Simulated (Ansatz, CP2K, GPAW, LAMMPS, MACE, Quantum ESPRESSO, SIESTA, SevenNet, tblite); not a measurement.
# SIESTA runs on amorphous carbon (64 atoms)

How do the settings of SIESTA change the result for amorphous carbon (64 atoms)? A plane-wave run serves as the yardstick.

Calculated with SIESTA 5.4.2; the method is named at each step.

## 1. Starting point

The cell holds 64 atoms: 64 C. Its edges and angles: a = 7.590 Å, b = 7.590 Å, c = 7.590 Å, α = 90.0°, β = 90.0°, γ = 90.0°. 64 atoms (64 C) placed at random at 2.92 g/cm³, melted at 6000 K for 10 ps at fixed volume with the Tersoff potential (Tersoff, Phys. Rev. B 39, 5566 (1989)). Quenched from 6000 K to 300 K at 100 K/ps and fixed volume, held 5 ps, then minimised at fixed cell.

The yardstick, on the same geometry:

| Quantity | Value |
| --- | --- |
| method | Kohn-Sham DFT, PBE, PAW, plane waves (Ansatz 0.2.0); cutoff 420 eV, Γ point, fermi-dirac smearing of 0.05 eV; PAW set soft_2 |
| r.m.s. force component | 1.256 eV/Å |
| longest force | 5.071 eV/Å |
| pressure | -7.388 GPa |
| SCF cycles | 11 |
| time | 4.1 s on 4 threads of Arm Neoverse V1, shared host |
| CPU time | 14 s |

## 2. PBE, DZP, shift 0.01 Ry, mesh 300 Ry

Method: Kohn-Sham DFT, PBE, PseudoDojo 0.4.1 norm-conserving pseudopotentials (converted to PSML), numerical atomic orbitals (DZP), diagonalisation.

The .psml files are PseudoDojo norm-conserving potentials that we converted to this format, checked against plane waves on the same files for H, C, O, Si, Ge and Ca alone.

The input, input.fdf:

```
SystemLabel cell
NumberOfAtoms 64
NumberOfSpecies 1
%block ChemicalSpeciesLabel
  1 6 C
%endblock ChemicalSpeciesLabel
LatticeConstant 1.0 Ang
%block LatticeVectors
  7.59030 0.00000 0.00000
  0.00000 7.59030 0.00000
  0.00000 0.00000 7.59030
%endblock LatticeVectors
PAO.BasisSize DZP
PAO.EnergyShift 0.01 Ry
XC.Functional GGA
XC.Authors PBE
MeshCutoff 300 Ry
%block kgrid_Monkhorst_Pack
  1 0 0 0.0
  0 1 0 0.0
  0 0 1 0.0
%endblock kgrid_Monkhorst_Pack
SolutionMethod diagon
OccupationFunction FD
ElectronicTemperature 580 K
SCF.Mixer.Method Pulay
SCF.Mixer.Weight 0.05
SCF.Mixer.History 8
SCF.Mix Hamiltonian
MaxSCFIterations 300
SCF.DM.Tolerance 1e-04
SCF.H.Tolerance 1.0e-3 eV
WriteForces T
Write.HirshfeldPop T
Write.VoronoiPop T
Write.DM F
Write.H F
XML.Write F
AtomicCoordinatesFormat Fractional
%block AtomicCoordinatesAndAtomicSpecies
  0.83466 0.91928 0.71452 1
  0.87226 0.18332 0.50226 1
  0.52196 0.75401 0.63807 1
  0.39522 0.23812 0.98117 1
  0.61259 0.65078 0.94456 1
  0.20368 0.46720 0.17574 1
  0.84238 0.67247 0.51879 1
  0.74571 0.09433 0.10113 1
  0.36756 0.24992 0.78106 1
  0.53495 0.35500 0.07354 1
  0.19499 0.51728 0.62127 1
  0.85198 0.03839 0.38158 1
  0.36478 0.76883 0.50936 1
  0.62416 0.63810 0.23547 1
  0.26679 0.12290 0.08360 1
  0.29431 0.88733 0.85153 1
  0.61390 0.94811 0.09812 1
  0.18346 0.70899 0.58267 1
  0.76307 0.49188 0.51217 1
  0.96285 0.80924 0.82223 1
  0.17431 0.07927 0.39456 1
  0.15612 0.20893 0.53203 1
  0.94294 0.86311 0.00789 1
  0.52406 0.12224 0.69611 1
  0.90629 0.37072 0.42912 1
  0.94302 0.73372 0.14776 1
  0.68245 0.93958 0.42172 1
  0.70524 0.27845 0.13765 1
  0.58646 0.84381 0.26729 1
  0.06668 0.78600 0.27919 1
  0.26047 0.78542 0.18020 1
  0.55643 0.08784 0.48866 1
  0.48157 0.90933 0.77890 1
  0.50973 0.55446 0.08290 1
  0.44570 0.38350 0.38552 1
  0.59126 0.84374 0.93287 1
  0.03236 0.70873 0.45652 1
  0.06311 0.18325 0.02199 1
  0.05740 0.50263 0.92300 1
  0.39647 0.81751 0.32228 1
  0.04221 0.17363 0.81766 1
  0.51352 0.54843 0.69558 1
  0.80982 0.59527 0.18034 1
  0.86384 0.40211 0.20365 1
  0.14720 0.81322 0.74705 1
  0.11858 0.39197 0.48444 1
  0.46659 0.19460 0.35679 1
  0.59816 0.51350 0.38859 1
  0.68888 0.43536 0.69683 1
  0.74685 0.55816 0.84369 1
  0.92120 0.04587 0.05701 1
  0.31479 0.60085 0.07899 1
  0.34536 0.46136 0.74738 1
  0.25605 0.43128 0.34994 1
  0.72146 0.82021 0.57541 1
  0.23961 0.55258 0.90021 1
[... 4 atom lines left out ...]
  0.03179 0.37764 0.08749 1
  0.26817 0.93123 0.03505 1
  0.86460 0.13074 0.70983 1
  0.69157 0.23326 0.73773 1
%endblock AtomicCoordinatesAndAtomicSpecies
```

The run is started by

```bash
$ OMP_NUM_THREADS=1 mpirun -np 2 siesta < input.fdf > output.txt
```

The log of the run:

```text
Version         : 5.4.2
reinit: System Name:
reinit: System Label: cell
initatom: Reading input for the pseudopotentials and atomic orbitals ----------
Species number:   1 Atomic number:    6 Label: C
Ground state valence configuration (from tables):   2s02  2p02  3d00  4f00
---- Processing specs for species: C
GGA--PBE XC_GGA_X_PBE--XC_GGA_C_PBE pb
C pseudopotential only contains V_ls up to l=1 -- lmxkb reset.
Using PAO.SplitTailNorm
%block ChemicalSpeciesLabel
    1    6 C                       # Species index, atomic number, species label
%endblock ChemicalSpeciesLabel
%block PAO.Basis                 # Define Basis set
C                     2                    # Species label, number of l-shells
 n=2   0   2                         # n, l, Nzeta
   4.484      3.048
   1.000      1.000
 n=2   1   2 P   1                   # n, l, Nzeta, Polarization, NzetaPol
   5.436      3.692
   1.000      1.000
%endblock PAO.Basis
coor:   Atomic-coordinates input format  =     Fractional
siesta: System type = bulk
initatomlists: Number of atoms, orbitals, and projectors:     64   832   512
siesta: ******************** Simulation parameters ****************************
Total number of electrons:   256.000000
Total ionic charge:   256.000000
 Kpoints in:            1 . Kpoints trimmed:            1
siesta: k-grid: Number of k-points = 1
siesta: k-points from Monkhorst-Pack grid
siesta: k-cutoff (effective) =     3.795 Ang
siesta: k-point supercell and displacements
siesta: k-grid:     1     0     0      0.000
siesta: k-grid:     0     1     0      0.000
siesta: k-grid:     0     0     1      0.000
                     ====================================
                        Single-point calculation
                     ====================================
outcell: Unit cell vectors (Ang):
        7.590300    0.000000    0.000000
        0.000000    7.590300    0.000000
        0.000000    0.000000    7.590300
outcell: Cell vector modules (Ang)   :    7.590300    7.590300    7.590300
outcell: Cell angles (23,13,12) (deg):     90.0000     90.0000     90.0000
outcell: Cell volume (Ang**3)        :    437.2973
Gamma-point calculation with multiply-connected orbital pairs
Gamma-point calculation with multiply-connected orbital pairs
Folding of H and S implicitly performed
Folding of H and S implicitly performed
new_DM -- step:     1
Initializing Density Matrix...
Attempting to read DM from file... Failed...
DM filled with atomic data:
InitMesh: MESH = 80 x 80 x 80 = 512000
InitMesh: Mesh cutoff (required, used) =   300.000   307.018 Ry
stepf: Fermi-Dirac step function
        iscf     Eharris(eV)        E_KS(eV)     FreeEng(eV)     dDmax    Ef(eV) dHmax(eV)
   scf:    1   -10291.669306   -10407.078511   -10407.266689  1.835854 -4.758974  5.944457
   scf:    2   -10411.699769   -10409.620577   -10409.818771  0.035356 -4.735013  4.447922
   scf:    3   -10412.808548   -10411.892381   -10412.110549  0.069830 -4.662447  1.896798
   scf:    4   -10412.775871   -10412.380263   -10412.595468  0.026284 -4.607277  1.248192
   scf:    5   -10413.224392   -10412.854015   -10413.071017  0.029710 -4.512851  1.035400
   scf:    6   -10413.426664   -10413.160598   -10413.378826  0.019146 -4.410686  0.767953
   scf:    7   -10413.478555   -10413.345451   -10413.565344  0.020773 -4.297723  0.436463
   scf:    8   -10413.410204   -10413.381585   -10413.603718  0.010703 -4.269616  0.288945
   scf:    9   -10413.414756   -10413.402725   -10413.624977  0.006904 -4.253293  0.132016
   scf:   10   -10413.409280   -10413.406487   -10413.628432  0.002481 -4.250752  0.071820
   scf:   11   -10413.412097   -10413.409790   -10413.631235  0.003060 -4.248699  0.036522
   scf:   12   -10413.410770   -10413.410321   -10413.631785  0.000671 -4.248463  0.026034
[...]
scf:   16   -10413.411138   -10413.411055   -10413.632520  0.000184 -4.248816  0.005991
   scf:   17   -10413.411124   -10413.411090   -10413.632533  0.000108 -4.249074  0.004643
   scf:   18   -10413.411135   -10413.411113   -10413.632545  0.000137 -4.249165  0.002852
   scf:   19   -10413.411138   -10413.411126   -10413.632554  0.000156 -4.249187  0.001564
   scf:   20   -10413.411136   -10413.411131   -10413.632556  0.000080 -4.249162  0.000896
SCF Convergence by DM+H criterion
max |DM_out - DM_in|         :     0.0000796805
max |H_out - H_in|      (eV) :     0.0008957972
SCF cycle converged after 20 iterations
Using DM_out to compute the final energy and forces
siesta: E_KS(eV) =           -10413.4111
siesta: E_KS - E_eggbox =    -10413.4111
siesta: Atomic forces (eV/Ang):
     1   -1.161549    0.731386   -0.000697
     2    2.623632    1.122228    1.487777
     3   -0.707127    0.178209   -1.117965
     4    0.644108    0.626567    0.568757
     5   -1.964254    0.034178   -3.249078
     6   -0.567840   -1.858581    1.838293
     7    1.226612    0.510743   -1.130562
     8    0.035119    1.460165    0.876023
     9    0.098644    0.106655    0.255479
    10    1.750825   -2.520785   -0.009982
    11    0.154535   -1.169368   -0.303919
    12    1.074343   -2.137837    0.479270
[...]
60    1.146238   -1.307038   -1.514443
    61    1.740987    1.641874   -0.100015
    62   -0.699446   -0.923131    0.824318
    63    0.050535   -0.982417   -0.216203
    64   -0.306207   -1.052851   -1.410888
----------------------------------------
   Tot   -0.002685   -0.000850   -0.003603
----------------------------------------
   Max    4.340259
   Res    1.239215    sqrt( Sum f_i^2 / 3N )
----------------------------------------
   Max    4.340259    constrained
Stress tensor Voigt[x,y,z,yz,xz,xy] (kbar):       58.89       15.12      -62.17       15.81       14.12       29.26
(Free)E + p*V (eV/cell)   -10414.7102
Target enthalpy (eV/cell)   -10413.6326
siesta: Program's energy decomposition (eV):
siesta: Ebs     =     -3455.195167
siesta: Eions   =     18058.349956
siesta: Ena     =      4777.521113
siesta: Ekin    =      7078.493465
siesta: Enl     =      -350.289411
siesta: DEna    =      -174.757268
siesta: DUscf   =        14.160034
siesta: Ex      =     -3364.736071
siesta: Ec      =      -335.453037
siesta: Exc     =     -3700.189107
siesta: Eharris =    -10413.411136
siesta: Etot    =    -10413.411131
siesta: FreeEng =    -10413.632556
siesta: Final energy (eV):
siesta:  Band Struct. =   -3455.195167
siesta:       Kinetic =    7078.493465
siesta:       Hartree =    1376.969863
siesta:         Exch. =   -3364.736071
siesta:         Corr. =    -335.453037
siesta:   Exch.-corr. =   -3700.189107
siesta:  Ion-electron =   -9238.787061
siesta:       Ion-ion =   -5929.898291
siesta:         Total =  -10413.411131
siesta:         Fermi =      -4.249162
siesta: Stress tensor (static) (eV/Ang**3):
siesta:     0.036758    0.018263    0.008813
siesta:     0.018263    0.009439    0.009872
siesta:     0.008812    0.009871   -0.038804
siesta: Cell volume =        437.297328 Ang**3
siesta: Pressure (static):
siesta:                Solid            Molecule  Units
siesta:          -0.00002684         -0.00001161  Ry/Bohr**3
siesta:          -0.00246431         -0.00106603  eV/Ang**3
siesta:          -3.94825818         -1.70796247  kBar
    Orbital volume contribution        =          24.300946 eV
    (Free)E + p_basis*V_orbitals       =      -10389.331611 eV
    (Free)Eharris+ p_basis*V_orbitals  =      -10389.331616 eV
Hirshfeld Atomic Populations:
Atom #   charge [q] valence [e]  Species
     1    -0.025690    4.025690  C
     2     0.012385    3.987615  C
     3     0.019275    3.980725  C
     4    -0.016599    4.016599  C
     5     0.020209    3.979791  C
     6    -0.010673    4.010673  C
     7    -0.010478    4.010478  C
     8    -0.009825    4.009825  C
     9     0.020204    3.979796  C
    10     0.013476    3.986524  C
    11     0.002610    3.997390  C
    12     0.014199    3.985801  C
[...]
--------------------
 Total    -0.000016
Voronoi Atomic Populations:
Atom #   charge [q] valence [e]  Species
[...]
60     0.008355    3.991645  C
    61     0.013400    3.986600  C
    62    -0.019759    4.019759  C
    63     0.025749    3.974251  C
    64    -0.004650    4.004650  C
--------------------
 Total    -0.000015
```

The job ended after 1.9 min (2 MPI ranks of Arm Neoverse V1, shared host; peak memory 0.89 GiB; 3.7 min of CPU time).

Banners, paths, timers and routine set-up lines are dropped from the logs unmarked, and long logs keep their key lines alone; longer cuts are marked.

Numbers from this run, and their distance from the reference:

| Property | Result |
| --- | --- |
| r.m.s. force component | 1.239 eV/Å |
| r.m.s. difference of force components | 161.7 meV/Å |
| longest difference of force vectors | 489.4 meV/Å |
| force difference over r.m.s. force | 12.87 % |
| slope of forces against the reference's | 0.9782 |
| correlation of force components | 0.9917 |
| pressure | -0.3948 GPa |
| pressure difference | 6.994 GPa |

This run lies far from the reference in forces at the same functional.

Local excerpt of 12 atoms (numbers count through the whole input) about C57, picked at random; x, y, z are measured from there.

```
atom      x      y      z  distance (Å)  bonds  Hirshfeld charge (e)     Fx     Fy  Fz (eV/Å)
 C57   0.00   0.00   0.00          0.00      3                  0.01  -1.37   0.61      -0.20
 C21  -1.03  -0.28   0.90          1.40      3                 -0.04  -0.48  -0.01      -1.81
 C47   1.19   0.60   0.62          1.46      3                 -0.01  -0.82   1.63       3.00
 C15  -0.33   0.05  -1.46          1.49      4                  0.00  -0.09  -0.95      -1.25
 C62  -0.32  -1.40  -1.82          2.32      3                 -0.01  -0.70  -0.92       0.82
 C22  -1.17   0.71   1.95          2.38      3                  0.00  -1.99  -2.42       0.47
 C40   0.65  -2.26   0.36          2.38      3                 -0.01  -1.00  -0.73       3.47
 C35   1.03   2.03   0.84          2.43      3                 -0.03   1.50   1.28      -0.41
 C59  -2.13  -1.10   0.48          2.45      3                  0.00  -0.82  -0.20       1.35
 C32   1.87  -0.21   1.62          2.48      3                  0.00  -0.71   1.05       1.46
 C54  -0.41   2.40   0.57          2.50      3                 -0.01   0.18   0.25      -3.16
  C4   0.64   0.93  -2.23          2.50      3                 -0.02   0.64   0.63       0.57
```

Forces lie 13 % from the reference's, at 16 times its CPU time (on 2 against 4 cores).

## 3. PBE, SZ, shift 0.01 Ry, mesh 300 Ry

Method: Kohn-Sham DFT, PBE, PseudoDojo 0.4.1 norm-conserving pseudopotentials (converted to PSML), numerical atomic orbitals (SZ), diagonalisation.

input.fdf, as its differences from that of step 2:

```diff
@@ -12,3 +12,3 @@
 %endblock LatticeVectors
-PAO.BasisSize DZP
+PAO.BasisSize SZ
 PAO.EnergyShift 0.01 Ry
```

The run is started by

```bash
$ OMP_NUM_THREADS=1 siesta < input.fdf > output.txt
```

The log of the run:

```text
Version         : 5.4.2
reinit: System Name:
reinit: System Label: cell
initatom: Reading input for the pseudopotentials and atomic orbitals ----------
Species number:   1 Atomic number:    6 Label: C
Ground state valence configuration (from tables):   2s02  2p02  3d00  4f00
---- Processing specs for species: C
GGA--PBE XC_GGA_X_PBE--XC_GGA_C_PBE pb
C pseudopotential only contains V_ls up to l=1 -- lmxkb reset.
Using PAO.SplitTailNorm
%block ChemicalSpeciesLabel
    1    6 C                       # Species index, atomic number, species label
[... lines left out ...]
stepf: Fermi-Dirac step function
        iscf     Eharris(eV)        E_KS(eV)     FreeEng(eV)     dDmax    Ef(eV) dHmax(eV)
[... lines left out ...]
SCF Convergence by DM+H criterion
[... lines left out ...]
SCF cycle converged after 21 iterations
[... lines left out ...]
   Max    4.973826
[... lines left out ...]
   Max    4.973826    constrained
Stress tensor Voigt[x,y,z,yz,xz,xy] (kbar):     -147.93     -183.99     -246.39       10.38        1.97       -3.31
[... lines left out ...]
siesta: FreeEng =    -10344.974933
[... lines left out ...]
siesta:       Kinetic =    6746.738080
siesta:       Hartree =    1155.885632
siesta:         Exch. =   -3287.380537
siesta:         Corr. =    -340.901428
siesta:   Exch.-corr. =   -3628.281966
siesta:  Ion-electron =   -8689.224486
siesta:       Ion-ion =   -5929.898291
siesta:         Total =  -10344.781030
siesta:         Fermi =      -4.522280
siesta: Stress tensor (static) (eV/Ang**3):
siesta:    -0.092328   -0.002069    0.001230
siesta:    -0.002069   -0.114838    0.006481
siesta:     0.001229    0.006480   -0.153782
siesta: Cell volume =        437.297328 Ang**3
siesta: Pressure (static):
siesta:                Solid            Molecule  Units
siesta:           0.00131040          0.00130078  Ry/Bohr**3
siesta:           0.12031566          0.11943242  eV/Ang**3
siesta:         192.76694011        191.35182931  kBar
    Orbital volume contribution        =          12.436572 eV
    (Free)E + p_basis*V_orbitals       =      -10332.538361 eV
    (Free)Eharris+ p_basis*V_orbitals  =      -10332.538363 eV
Hirshfeld Atomic Populations:
Atom #   charge [q] valence [e]  Species
     1    -0.032835    4.032835  C
     2     0.000966    3.999034  C
     3     0.026453    3.973547  C
[...]
--------------------
 Total    -0.000018
Voronoi Atomic Populations:
Atom #   charge [q] valence [e]  Species
[...]
63     0.042524    3.957476  C
    64    -0.001476    4.001476  C
--------------------
 Total    -0.000017
```

Wall time 45 s (1 thread); peak memory 0.35 GiB.

Against the reference:

```
r.m.s. force component                  : 1.507 eV/Å
r.m.s. difference of force components   : 756.7 meV/Å
longest difference of force vectors     : 2445 meV/Å
force difference over r.m.s. force      : 60.23 %
slope of forces against the reference's : 1.038
correlation of force components         : 0.8653
pressure                                : 19.28 GPa
pressure difference                     : 26.66 GPa
```

This is a coarse setting, run to see what it loses.

Against the first run (13 %), the force difference from the reference is 60 %, at 0.20 times the CPU time (on 1 against 2 cores), with 256 basis functions against 832: the smaller basis costs accuracy.

(Continued in part 2 of 2.)

[Also dropped from logs without a mark: logging warnings of Python, and SIESTA's first energy breakdown and zero terms.]

[Logs are printed without paths, hosts, clocks, repeated set-up lines and the standing remarks that a program may print on its own settings, such as how far it seeks lower states.]

[Hosts, paths, dates, database ids (printed as entryN), source tags and the programs' standing remarks are cut or masked in the printed files.]
